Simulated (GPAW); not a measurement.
# STM contrast on TiSi2P4 monolayer

What would a tunnelling microscope show on TiSi2P4 monolayer?

Program: GPAW 26.7.0. Level of theory: GPAW, PAW setups; layer in a repeated cell with vacuum, relaxation of atoms and in-plane cell, in the first sound run; inputs show where later runs differ. Results are calculated unless marked as measured.

### 1. Starting point

The cell holds 7 atoms: 4 P, 2 Si and 1 Ti. Its edges and angles: a = 3.480 Å, b = 3.480 Å, c = 22.451 Å, α = 90.0°, β = 90.0°, γ = 120.0°. Vacuum lies along c.

### 2. Relaxing the atoms

Forces are removed first; all later runs use this geometry.

run.py reads:

```python
import json
import numpy as np
from ase import Atoms
from ase.filters import FrechetCellFilter
from ase.optimize import BFGS
from gpaw import GPAW, PW

slab = Atoms(
    ['P', 'Si', 'P', 'Ti', 'P', 'Si', 'P'],
    positions=[
        [0.00000, 0.00000, 7.00000],
        [-0.00000, 2.00918, 7.64444],
        [-0.00000, 2.00918, 9.75444],
        [0.00000, 0.00000, 11.22525],
        [-0.00000, 2.00918, 12.69607],
        [-0.00000, 2.00918, 14.80607],
        [0.00000, 0.00000, 15.45051]],
    cell=[[3.48, 0.0, 0.0], [-1.74, 3.01377, 0.0], [0.0, 0.0, 22.4505]],
    pbc=[True, True, True])

slab.calc = GPAW(mode=PW(600), xc='PBE', kpts={'size': (9, 9, 1), 'gamma': True},
                 occupations={'name': 'fermi-dirac', 'width': 0.05}, nbands='200%',
                 convergence={'density': 1e-05}, maxiter=200,
                 symmetry={'tolerance': 1e-3}, txt='slab.txt')
result = {}
# The in-plane cell is free; stress needs a cell that repeats along all three vectors
path = []
opt = BFGS(FrechetCellFilter(slab, mask=[1, 1, 0, 0, 0, 1]), maxstep=0.2)
opt.attach(lambda: path.append((slab.get_potential_energy(), slab.positions.tolist(), slab.get_forces().tolist())))
result['relaxed'] = bool(opt.run(fmax=0.02, steps=45))
result['path'] = path
result['cell'] = slab.cell.tolist()
print('in-plane lattice', slab.cell.cellpar().round(4)[[0, 1, 5]])
energy = slab.get_potential_energy()
fermi = slab.calc.get_fermi_level()
v = slab.calc.get_electrostatic_potential().mean((0, 1)) - fermi
n = slab.calc.get_pseudo_density().mean((0, 1))
L = slab.cell[2, 2]
z = np.arange(len(v)) * L / len(v)
low, high = slab.positions[:, 2].min(), slab.positions[:, 2].max()
below, above = np.interp([low - 4.8, high + 4.8], z, v)
slopes = [np.interp(x, z, np.gradient(v, z)) for x in (low - 4.8, high + 4.8)]
eps = np.array([[slab.calc.get_eigenvalues(k, s) for k in range(len(slab.calc.get_ibz_k_points()))]
                for s in range(slab.calc.get_number_of_spins())]) - fermi
top, bottom = eps[eps < 0].max(), eps[eps > 0].min()
dipole = slab.get_dipole_moment()[2]
print(f'energy {energy:.4f} eV, Fermi level {fermi:.4f} eV, dipole {dipole:.5f} e A')
print(f'potential 4.8 A off the faces, from the Fermi level: lower {below:.4f} eV, upper {above:.4f} eV')
print(f'slope of the potential there: lower {slopes[0]:.5f}, upper {slopes[1]:.5f} eV/A')
print(f'nearest levels on the mesh: {top:.4f} and {bottom:.4f} eV')
print('magnetic moment', round(slab.get_magnetic_moment(), 3))
result.update(energy=energy, fermi=fermi, dipole=dipole, below=below, above=above, slopes=slopes, edges=[top, bottom],
              z=z.tolist(), v=v.tolist(), n=n.tolist(), positions=slab.positions.tolist(),
              forces=slab.get_forces(apply_constraint=False).tolist(), moments=slab.get_magnetic_moments().tolist())
json.dump(result, open('result.json', 'w'))
```

On the command line:

```
$ OMP_NUM_THREADS=1 OPENBLAS_NUM_THREADS=1 python run.py
```

Log:

```text
Step          Energy          fmax
BFGS:    0      -39.307010        3.740574
BFGS:    1      -39.949179        3.176316
BFGS:    2      -41.048167        0.785607
BFGS:    3      -41.081821        0.752061
BFGS:    4      -41.233006        0.668751
BFGS:    5      -41.270667        0.511227
BFGS:    6      -41.283423        0.280668
BFGS:    7      -41.288985        0.196021
BFGS:    8      -41.292245        0.192714
BFGS:    9      -41.295375        0.174946
BFGS:   10      -41.300559        0.230672
BFGS:   11      -41.306314        0.229030
BFGS:   12      -41.309579        0.118837
BFGS:   13      -41.310335        0.026549
BFGS:   14      -41.310453        0.001406
in-plane lattice [  3.5565   3.5565 120.    ]
energy -41.3076 eV, Fermi level 0.5838 eV, dipole 0.00015 e A
potential 4.8 A off the faces, from the Fermi level: lower 5.5565 eV, upper 5.5561 eV
slope of the potential there: lower 0.00006, upper 0.00017 eV/A
nearest levels on the mesh: -0.0261 and 0.0908 eV
magnetic moment 0.0
```

Elapsed: 14 min, on 1 thread of Intel Xeon Platinum 8488C (Sapphire Rapids), shared host; peak memory 0.48 GiB.

This step gave:

```yaml
dipole_along_the_normal: 1.52e-4 e·Å
levels_nearest_the_fermi_level_on_the_mesh: -0.02607, 0.09082 eV from the Fermi level
```

The electrostatic potential energy of an electron (without an applied field's), less the Fermi level, planar mean oscillates, so the rows of the table below give means over windows of 1.67 Å about each position, cut where the curve ends. Its maxima inside the range that stand out by 2 % of the span (Å: eV): 7.1: -10.7, 8.8: 2.07, 10.4: -4.77, 12.0: -4.77, 13.7: 2.07, 15.3: -10.7. Its minima: 6.6: -13.9, 7.5: -12.1, 9.8: -11.7, 11.2: -13.1, 12.6: -11.7, 15.0: -12.1, 15.9: -13.9.

The electrostatic potential energy of an electron (without an applied field's), less the Fermi level, planar mean by z; means over each step:

```
z (Å)  electrostatic potential energy of an electron (without an applied field's), less the Fermi level, planar mean (eV)
 0.83                                                                                                                5.56
 2.50                                                                                                                5.56
 4.17                                                                                                                5.45
 5.84                                                                                                               -2.43
 7.51                                                                                                               -8.97
 9.18                                                                                                               -3.35
10.86                                                                                                               -8.69
12.52                                                                                                               -6.76
14.20                                                                                                               -3.17
15.86                                                                                                               -9.25
17.54                                                                                                                4.64
19.20                                                                                                                5.55
20.88                                                                                                                5.56
```

Pseudo valence density, planar mean against z:

z (Å), pseudo valence density, planar mean (e/Å³) and a bar:
```
        3       0.00 
        4       0.00 
        5       0.02 #
        6       0.23 ########
        7       0.41 #############
        8       0.18 ######
        9       0.18 ######
       10       0.31 ##########
       11       0.92 ##############################
       12       0.38 ############
       13       0.26 ########
       14       0.15 #####
       15       0.28 #########
       16       0.28 #########
       17       0.08 ###
       18       0.00 
       19       0.00 
       20       0.00
```

The relaxation lowered the energy of the cell by 2.00 eV (energies extrapolated to zero smearing; the optimiser's log prints free energies). The largest force left on a free atom is 0.0013 eV/Å.

### 3. Plane waves, PBE

The work function is the vacuum plateau of the electrostatic potential less the Fermi level; a dipole layer lets the two faces have plateaus of their own.

This step: GPAW, PAW setups; slab in vacuum (GPAW 26.7.0).

The cell differs from the one that the last finished run ended in (c 22.451 → 23.372 Å).

run.py reads:

```python
import json
import numpy as np
from ase import Atoms
from ase.dft.stm import STM
from gpaw import GPAW, PW

slab = Atoms(
    ['P', 'Si', 'P', 'Ti', 'P', 'Si', 'P'],
    positions=[
        [-0.00000, -0.00000, 7.00000],
        [-0.00000, 2.05335, 8.00422],
        [-0.00000, 2.05335, 10.26491],
        [-0.00000, 0.00000, 11.68577],
        [-0.00000, 2.05335, 13.10663],
        [-0.00000, 2.05335, 15.36733],
        [-0.00000, -0.00000, 16.37154]],
    cell=[[3.5565, 0.0, 0.0], [-1.77825, 3.08002, 0.0], [0.0, 0.0, 23.3715]],
    pbc=[True, True, False])

slab.calc = GPAW(mode=PW(400), xc='PBE', kpts={'size': (9, 9, 1), 'gamma': True},
                 occupations={'name': 'fermi-dirac', 'width': 0.05}, nbands='200%',
                 convergence={'density': 1e-05}, maxiter=200,
                 poissonsolver={'dipolelayer': 'xy'},
                 symmetry={'tolerance': 1e-3}, txt='slab.txt')
result = {}
energy = slab.get_potential_energy()
fermi = slab.calc.get_fermi_level()
v = slab.calc.get_electrostatic_potential().mean((0, 1)) - fermi
n = slab.calc.get_pseudo_density().mean((0, 1))
L = slab.cell[2, 2]
z = np.arange(len(v)) * L / len(v)
low, high = slab.positions[:, 2].min(), slab.positions[:, 2].max()
below, above = np.interp([low - 4.8, high + 4.8], z, v)
slopes = [np.interp(x, z, np.gradient(v, z)) for x in (low - 4.8, high + 4.8)]
eps = np.array([[slab.calc.get_eigenvalues(k, s) for k in range(len(slab.calc.get_ibz_k_points()))]
                for s in range(slab.calc.get_number_of_spins())]) - fermi
top, bottom = eps[eps < 0].max(), eps[eps > 0].min()
dipole = slab.get_dipole_moment()[2]
print(f'energy {energy:.4f} eV, Fermi level {fermi:.4f} eV, dipole {dipole:.5f} e A')
print(f'potential 4.8 A off the faces, from the Fermi level: lower {below:.4f} eV, upper {above:.4f} eV')
print(f'slope of the potential there: lower {slopes[0]:.5f}, upper {slopes[1]:.5f} eV/A')
print(f'nearest levels on the mesh: {top:.4f} and {bottom:.4f} eV')
print('magnetic moment', round(slab.get_magnetic_moment(), 3))
result.update(energy=energy, fermi=fermi, dipole=dipole, below=below, above=above, slopes=slopes, edges=[top, bottom],
              z=z.tolist(), v=v.tolist(), n=n.tolist(), positions=slab.positions.tolist(),
              forces=slab.get_forces(apply_constraint=False).tolist(), moments=slab.get_magnetic_moments().tolist())

# Images need the states of the whole zone, up to time reversal
slab.calc = slab.calc.fixed_density(symmetry={'point_group': False}, txt='states.txt', nbands='290%',
                                    convergence={'bands': 'CBM+1.8'})
stm = STM(slab)
result['stm'] = []
for bias in [-2.0, -1.0, 1.5]:
    height = high + 4.0
    current = stm.get_averaged_current(bias, height)
    x, y, h = stm.scan(bias, current)
    i, f = divmod(height / L * stm.ldos.shape[2], 1)
    I = abs((1 - f) * stm.ldos[:, :, int(i)] + f * stm.ldos[:, :, int(i) + 1])
    print(f'bias {bias} V: mean current at 4.0 A {current:.4e}, corrugation {np.ptp(h):.4f} A')
    result['stm'].append(dict(bias=bias, current=current, h=(h - high).tolist(), I=I.tolist()))
json.dump(result, open('result.json', 'w'))
```

Log:

```text
energy -41.2437 eV, Fermi level 0.3431 eV, dipole 0.00078 e A
potential 4.8 A off the faces, from the Fermi level: lower 5.5622 eV, upper 5.5494 eV
slope of the potential there: lower -0.00005, upper 0.00005 eV/A
nearest levels on the mesh: -0.0262 and 0.0910 eV
magnetic moment 0.0
bias -2.0 V: mean current at 4.0 A 6.8430e-06, corrugation 0.2605 A
bias -1.0 V: mean current at 4.0 A 4.4255e-06, corrugation 0.2085 A
bias 1.5 V: mean current at 4.0 A 1.3213e-06, corrugation 0.1337 A
```

Elapsed: 2.3 min, on 1 thread; peak memory 0.52 GiB.

Numbers from this step:

```
dipole along the normal                    : 7.79e-4 e·Å
levels nearest the Fermi level on the mesh : -0.02619, 0.09098 eV from the Fermi level
upper work function                        : 5.549 eV
lower work function                        : 5.562 eV
corrugation -2                             : 0.2605 Å
corrugation -1                             : 0.2085 Å
corrugation 1.5                            : 0.1337 Å
```

The electrostatic potential energy of an electron (without an applied field's), less the Fermi level, planar mean oscillates, so the rows of the table below give means over windows of 1.62 Å about each position, cut where the curve ends. Its maxima inside the range that stand out by 2 % of the span (Å: eV): 7.6: -10.7, 9.2: 2.09, 10.9: -4.73, 12.4: -4.73, 14.2: 2.09, 15.8: -10.7. Its minima: 7.0: -13.9, 7.9: -12.1, 10.3: -11.7, 11.7: -13.1, 13.1: -11.7, 15.5: -12.1, 16.3: -13.9.

Electrostatic potential energy of an electron (without an applied field's), less the Fermi level, planar mean against z; means over each step:

| z (Å) | electrostatic potential energy of an electron (without an applied field's), less the Fermi level, planar mean (eV) |
| --- | --- |
| 0.81 | 5.56 |
| 2.43 | 5.56 |
| 4.05 | 5.54 |
| 5.67 | 3.58 |
| 7.29 | -11.0 |
| 8.91 | -1.78 |
| 10.53 | -7.46 |
| 12.15 | -8.81 |
| 13.77 | -3.02 |
| 15.39 | -8.99 |
| 17.01 | -3.02 |
| 18.63 | 5.41 |
| 20.25 | 5.55 |
| 21.87 | 5.55 |

Pseudo valence density, planar mean against z:

z (Å), pseudo valence density, planar mean (e/Å³) and a bar from the least value:
```
     0.00       0.00 
     0.65       0.00 
     1.30       0.00 
     1.95       0.00 
     2.60       0.00 
     3.03       0.00 
     3.68       0.00 
     4.33       0.00 
     4.98       0.01 
     5.63       0.04 #
     6.28       0.18 ######
     6.92       0.28 #########
     7.57       0.40 #############
     8.22       0.20 ######
     8.66       0.16 #####
     9.31       0.16 #####
     9.95       0.26 ########
    10.60       0.34 ###########
    11.25       0.61 ####################
    11.90       0.94 ##############################
    12.55       0.36 ############
    13.20       0.26 ########
    13.85       0.19 ######
    14.50       0.15 #####
    14.93       0.18 ######
    15.58       0.33 ##########
    16.23       0.34 ###########
    16.88       0.24 ########
    17.53       0.07 ##
    18.18       0.01 
    18.83       0.00 
    19.48       0.00 
    20.13       0.00 
    20.56       0.00 
    21.21       0.00 
    21.86       0.00 
    22.51       0.00 
    23.16       0.00
```

Tip height over the top atom over a1 and a2. Sample bias -2 V, constant current at the mean current 4.0 Å over the top atom.

Ten even steps from '_' (3.88 Å) to '@' (4.14 Å):
```
@@@@@@%%**++--::....::--++**%%@@@@@@
@@@@%%##++--::......::--++##%%@@@@@@
%%%%##++--::........::--++##%%%%@@@@
##**++--::..______..::--++**##%%%%%%
**++--::..________..::--++****####**
==--::..__________..::--==++++++++++
::::....________....::::--========--
::......______......::::::::::::::::
........................::::::::....
::::::::::::::::::..................
::------------::::......____......::
==++++++++++==--::::..______..::::--
****####****++==::::..____..::::==++
##%%%%%%##**++==::::......::::==++**
%%@@@@%%%%##++==::::....::::==++##%%
@@@@@@@@%%##++==::......::==++##%%@@
@@@@@@@@%%**++--::....::--++**%%@@@@
@@@@@@%%##**==::::..::::==**##%%@@@@
```
Columns: a1 from 0 to 0.944; rows upwards: a2 from 0 to 0.944.

Local density of states summed over the bias window over a1 and a2. Sample bias -2 V, constant height 4.0 Å over the top atom.

Ten even steps from '_' (0.49 × 1e-5 arbitrary) to '@' (1.06 × 1e-5 arbitrary):
```
@@@@%%**++--::........::--++**%%@@@@
%%%%##++==::....__....::==++##%%%%@@
##**++==--....____....--==++**##%%%%
**++==--....______....--==++****##**
==--::....________....::--==++++++++
--::....__________....::----======--
::....____________....::::--------::
....______________......::::::::::..
....................................
........................______......
::::::----::::::......________......
----======----::::..__________..::::
==++++++++==----::..________..::----
****##****++==--::..______..::--==++
##%%%%##**++==--::........::--==++**
%%@@%%%%##++==--::......::--==++##%%
@@@@@@%%**++--::........::--++**%%@@
@@@@%%##**==--::......::--==**##%%@@
```
Columns: a1 from 0 to 0.944; rows upwards: a2 from 0 to 0.944.

Tip height over the top atom over a1 and a2. Sample bias -1 V, constant current at the mean current 4.0 Å over the top atom.

Ten even steps from '_' (3.91 Å) to '@' (4.12 Å):
```
@@@@%%##**==--::....::--==**##%%@@@@
@@%%%%**++--::......::--++**%%%%@@@@
%%##**++--::..____..::--++**##%%%%%%
##**++--::..______..::--++**####%%##
++==--::..________..::--==++********
==--::..__________..::--====++++++==
::::..____________..::::------------
......__________......::::::::::::::
....................................
..::::::::::::::........______......
::------------::::....________....::
====++++++====--::..__________..::--
++********++==--::..________..::--==
####%%####**++--::..______..::--++**
%%%%%%%%##**++--::........::--++**##
@@@@@@%%%%**++--::......::--++**%%%%
@@@@@@%%##**==--::....::--==**##%%@@
@@@@@@%%##++==::......::==++##%%@@@@
```
Columns: a1 from 0 to 0.944; rows upwards: a2 from 0 to 0.944.

Local density of states summed over the bias window over a1 and a2. Sample bias -1 V, constant height 4.0 Å over the top atom.

Ten even steps from '0' (3.49 × 1e-6 arbitrary) to '9' (6.26 × 1e-6 arbitrary):
```
998653211112356899
887542110112457889
765421100112456788
654211000112456676
432110000112345555
321100000112334443
211000000112233332
110000000111222221
111111111111111111
111111111110000011
222222221100000011
334443322100000122
455554332100001233
667665432100012345
788765432100123456
898875432111234578
999865321111235689
998764321112346789
```
Columns: a1 from 0 to 0.944; rows upwards: a2 from 0 to 0.944.

(Part 1 of 2 ends here.)

[Logs are printed without paths, hosts, clocks, repeated set-up lines and the standing remarks that a program may print on its own settings, such as how far it seeks lower states.]

[Hosts, paths, dates, database ids (printed as entryN), source tags and the programs' standing remarks are cut or masked in the printed files.]
